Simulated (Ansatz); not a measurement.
# Na on Zr(0001): change of the work function, part 4 of 5

How does Na on the hcp site change the work function of Zr(0001) as the layer fills?

Ansatz 0.2.0; plane-wave DFT, PBE, Ansatz PAW (the session's first sound run).

So far, work function, upper face (eV): step 2 (the clean slab) 4.17; step 3 (37 atoms, coverage 0.111 ML, cell 3x3) 3.14; step 4 (17 atoms, coverage 0.25 ML, cell 2x2) 2.33.

## Step 6: The 0.25 ML cell at another level of theory, cutoff 500 eV, functional r2SCAN

This step: plane-wave DFT, r2SCAN, Ansatz PAW (Ansatz 0.2.0).

The geometry is kept and the functional is r2SCAN; other changes against the main runs: cutoff 420 → 500.

input.yaml

```yaml
crystal:
  lattice:
    - [6.46, 0.0, 0.0]
    - [3.23, 5.5945241084, 0.0]
    - [0.0, 0.0, 28.7367962015]
  atoms:
    - { symbol: Zr, position: [0.3333333333, 0.3333333333, 0.3131873135] }
    - { symbol: Zr, position: [0.0, 0.0, 0.402713473] }
    - { symbol: Zr, position: [0.3333333333, 0.3333333333, 0.4938952794] }
    - { symbol: Zr, position: [0.0, 0.0, 0.5844417367] }
    - { symbol: Zr, position: [0.3333333333, 0.8333333333, 0.3131873135] }
    - { symbol: Zr, position: [0.0, 0.5, 0.402713473] }
    - { symbol: Zr, position: [0.3294525603, 0.8352737198, 0.4956021536] }
    - { symbol: Zr, position: [0.0022595654, 0.4988702173, 0.580387639] }
    - { symbol: Zr, position: [0.8333333333, 0.3333333333, 0.3131873135] }
    - { symbol: Zr, position: [0.5, 0.0, 0.402713473] }
    - { symbol: Zr, position: [0.8352737198, 0.3294525603, 0.4956021536] }
    - { symbol: Zr, position: [0.4988702173, 0.0022595654, 0.580387639] }
    - { symbol: Zr, position: [0.8333333333, 0.8333333333, 0.3131873135] }
    - { symbol: Zr, position: [0.5, 0.5, 0.402713473] }
    - { symbol: Zr, position: [0.8352737198, 0.8352737198, 0.4956021536] }
    - { symbol: Zr, position: [0.4988702173, 0.4988702173, 0.580387639] }
    - { symbol: Na, position: [0.3333333333, 0.3333333333, 0.6804154872] }
kpoints:
  mp_grid: { grid: [6, 6, 1] }
hamiltonian:
  xc: r2scan
scf:
  occupations: { method: fermi_dirac, width: 0.1 }
  convergence: { dr2_threshold: 1.0e-08 }
efield:
  axis: 3
  dipole_correction: true
  ramp_position: 0.97
  ramp_width: 0.06
output:
  write_potential: true
  write_density: true
  volumetric_format: npy
```

The run is started by

```
> ansatz run input.yaml --threads 4 --pin off --max-ram 12288MiB --backend cpu --events-out ev --progress --plain --runs-dir out
```

Numbers of over 12 decimals in the logs are rounded to 6 here.

The program printed:

```text
[...]
Crystal: 17 atoms, lattice volume = 1038.566 Å³
Basis set: ecut = 500 eV, 26451 PW (Γ), exchange–correlation on 192×192×864 points (64 copies of the dense FFT grid, shifted against one another)
Bands: 121, of which v1, the nominal top of the filled ones, is band 101 counted from 1 (100 counted from 0)
Symmetry: 6 space group operations
[...]
k-points: 7 of 36 (time reversal used)
[...]
SCF iter   1: F=—  HF=-68601.630770 eV  |F-HF|=—  |Δ(HF+E_count)|=         —  Δρ=5.96e-3  dr2=1.95e0  dr2_τ=8.57e-2  ethr=1.77e-3  p=0.516 e·Å  D=8.98e-2 V/Å  ΔV_dip=-2.58 eV  dr2_dipole=5.82e-1  V_vac-E_F(+/−)=1.49/4.07 eV  ⟨swp⟩=11.7  Hψ=4202  notcnv=0
[...]
SCF iter  11: F=-68601.912503 eV  HF=-68601.912503 eV  |F-HF|=1.82e-9  |Δ(HF+E_count)|=   4.16e-9  Δρ=3.30e-7  dr2=5.11e-9  dr2_τ=8.89e-11  ethr=4.98e-12  p=0.404 e·Å  D=7.03e-2 V/Å  ΔV_dip=-2.02 eV  dr2_dipole=6.33e-11  V_vac-E_F(+/−)=2.24/4.27 eV  ⟨swp⟩=14.3  Hψ=3263  notcnv=0
SCF 1 converged in 11 iterations: F = -68601.912503 eV  dr2 = 5.11e-9
[...]
SCF converged after 11 iterations
Free energy (F): -68601.912503 eV
[...]
Internal energy: -68601.114782 eV  (E = F + TS)
E sigma→0 (E₀):  -68601.513642 eV
Entropy (-TS):   -0.797720 eV (-46.925 meV/atom)
Fermi energy:    3.188723 eV
Dipole field:    D = 0.070324 V/Å  (p = 0.403622 e·Å, saw-weighted, corrected)
Work function:   Φ+ = 2.2446 eV   Φ− = 4.2655 eV
[...]
--- Band table (eV; the first three rows and the last of 7) ---
  k-point 0: bands = [... 97 lower, 3.2526, 3.6995, 3.7246, 3.8501, 3.8501, 3.8781, 4.1129, 4.1129, ... 16 higher]
  k-point 1: bands = [... 97 lower, 3.2392, 3.4705, 3.5928, 3.6447, 3.6504, 3.6891, 3.8909, 3.9310, ... 16 higher]
  k-point 2: bands = [... 97 lower, 3.0638, 3.1140, 3.2107, 3.2167, 3.2679, 3.2962, 3.4462, 3.5636, ... 16 higher]
  k-point 6: bands = [... 97 lower, 2.6468, 2.6643, 2.7066, 2.7161, 2.7470, 3.1838, 3.2170, 3.2717, ... 16 higher]
```

Wall time 78 s (4 threads of Intel Xeon Platinum 8375C at 2.90GHz (Ice Lake), shared host); peak memory 4.9 GiB; 5 min of CPU time.

The column dr2 measures how far the density is from self-consistency, as an energy; F and HF (Harris–Foulkes) agree once it is small.

Numbers from this step:

```
energy at zero smearing        : -68601.5136 eV
work function, upper face      : 2.245 eV
work function, lower face      : 4.266 eV
dipole along the normal        : 0.4036 e·Å
step between the vacuum levels : -2.021 eV
```

The work function comes to 2.24 eV, -0.09 eV from the first level.

## Step 7: The 0.25 ML cell at another level of theory, cutoff 420 eV, functional RPBE

This step: plane-wave DFT, RPBE, Ansatz PAW (Ansatz 0.2.0).

The geometry is kept and the functional is RPBE.

input.yaml, as its differences from that of step 6:

```diff
@@ -26,3 +26,3 @@
 hamiltonian:
-  xc: r2scan
+  xc: rpbe
 scf:
```

The program printed:

```text
[...]
Crystal: 17 atoms, lattice volume = 1038.566 Å³
Basis set: ecut = 420 eV, 20305 PW (Γ)
Bands: 121, of which v1, the nominal top of the filled ones, is band 101 counted from 1 (100 counted from 0)
Symmetry: 6 space group operations
[...]
k-points: 7 of 36 (time reversal used)
[...]
SCF iter   1: F=—  HF=-68533.899037 eV  |F-HF|=—  |Δ(HF+E_count)|=         —  Δρ=4.51e-3  dr2=1.90e0  ethr=1.77e-3  p=0.516 e·Å  D=8.98e-2 V/Å  ΔV_dip=-2.58 eV  dr2_dipole=5.08e-1  V_vac-E_F(+/−)=1.46/4.04 eV  ⟨swp⟩=11.7  Hψ=4344  notcnv=0
[...]
SCF iter  10: F=-68533.803340 eV  HF=-68533.803340 eV  |F-HF|=4.39e-9  |Δ(HF+E_count)|=   3.98e-8  Δρ=5.81e-7  dr2=7.99e-9  ethr=4.98e-12  p=0.361 e·Å  D=6.29e-2 V/Å  ΔV_dip=-1.81 eV  dr2_dipole=4.09e-11  V_vac-E_F(+/−)=2.26/4.07 eV  ⟨swp⟩=14.7  Hψ=2556  notcnv=0
SCF 1 converged in 10 iterations: F = -68533.803340 eV  dr2 = 7.99e-9
[...]
SCF converged after 10 iterations
Free energy (F): -68533.803340 eV
[...]
Internal energy: -68532.937511 eV  (E = F + TS)
E sigma→0 (E₀):  -68533.370426 eV
Entropy (-TS):   -0.865829 eV (-50.931 meV/atom)
Fermi energy:    3.261119 eV
Dipole field:    D = 0.062929 V/Å  (p = 0.361179 e·Å, saw-weighted, corrected)
Work function:   Φ+ = 2.2586 eV   Φ− = 4.0670 eV
[...]
--- Band table (eV; the first three rows and the last of 7) ---
  k-point 0: bands = [... 97 lower, 3.3076, 3.7511, 3.8383, 3.9314, 3.9314, 3.9685, 4.0719, 4.0719, ... 16 higher]
  k-point 1: bands = [... 97 lower, 3.2956, 3.5867, 3.6118, 3.7098, 3.7244, 3.7629, 3.8903, 3.9169, ... 16 higher]
  k-point 2: bands = [... 97 lower, 3.1327, 3.1986, 3.2817, 3.2896, 3.3237, 3.3884, 3.4927, 3.6167, ... 16 higher]
  k-point 6: bands = [... 97 lower, 2.7622, 2.7801, 2.8099, 2.8203, 2.8455, 3.2985, 3.3240, 3.3508, ... 16 higher]
```

Run time: 38 s. Hardware: 4 threads; peak memory 2.8 GiB; 2.4 min of CPU time.

This step gave:

| Quantity | Value |
| --- | --- |
| energy at zero smearing | -68533.3704 eV |
| work function, upper face | 2.259 eV |
| work function, lower face | 4.067 eV |
| dipole along the normal | 0.3612 e·Å |
| step between the vacuum levels | -1.808 eV |

The work function comes to 2.26 eV, -0.08 eV from the first level.

## Step 8: The 0.25 ML cell at another level of theory, cutoff 420 eV, functional revpbe

This step: plane-wave DFT, revPBE, Ansatz PAW (Ansatz 0.2.0).

The geometry is kept and the functional is revPBE.

input.yaml, as its differences from that of step 7:

```diff
@@ -26,3 +26,3 @@
 hamiltonian:
-  xc: rpbe
+  xc: revpbe
 scf:
```

The program printed:

```text
[...]
Crystal: 17 atoms, lattice volume = 1038.566 Å³
Basis set: ecut = 420 eV, 20305 PW (Γ)
Bands: 121, of which v1, the nominal top of the filled ones, is band 101 counted from 1 (100 counted from 0)
Symmetry: 6 space group operations
[...]
k-points: 7 of 36 (time reversal used)
[...]
k-point 0: bands = [... 97 lower, 3.3043, 3.7492, 3.8399, 3.9296, 3.9296, 3.9672, 4.0671, 4.0671, ... 16 higher]
  k-point 1: bands = [... 97 lower, 3.2919, 3.5860, 3.6084, 3.7068, 3.7219, 3.7607, 3.8879, 3.9130, ... 16 higher]
  k-point 2: bands = [... 97 lower, 3.1291, 3.1955, 3.2785, 3.2867, 3.3200, 3.3863, 3.4898, 3.6135, ... 16 higher]
  k-point 6: bands = [... 97 lower, 2.7593, 2.7772, 2.8072, 2.8176, 2.8426, 3.2972, 3.3228, 3.3485, ... 16 higher]
[key lines of the parts left out:]
SCF converged after 10 iterations
Free energy (F): -68501.503471 eV
Fermi energy:    3.258016 eV
Dipole field:    D = 0.064781 V/Å  (p = 0.371812 e·Å, saw-weighted, corrected)
Work function:   Φ+ = 2.2197 eV   Φ− = 4.0814 eV
```

Run time: 38 s. Hardware: 4 threads; peak memory 2.8 GiB; 2.4 min of CPU time.

The work function comes to 2.22 eV, -0.11 eV from the first level.

## Step 9: Side by side

Times are for 4 threads of Intel Xeon Platinum 8375C at 2.90GHz (Ice Lake), shared host. Results by setting:

```
no.  functional  work function, upper face (eV)  dipole along the normal (e·Å)  time  memory (GiB)
  1      r2scan                           2.245                         0.4036  78 s           4.9
  2        rpbe                           2.259                         0.3612  38 s           2.8
  3      revpbe                           2.220                         0.3718  38 s           2.8
```

[end of part 4 of 5]

[Logs are printed without paths, hosts, clocks, repeated set-up lines and the standing remarks that a program may print on its own settings, such as how far it seeks lower states.]

[Hosts, paths, dates, database ids (printed as entryN), source tags and the programs' standing remarks are cut or masked in the printed files.]

[Maps of the electrostatic potential energy from Ansatz leave out the sawtooth potential of an applied field or a dipole correction, so their vacuum need not be flat; planar profiles and work functions include it.]
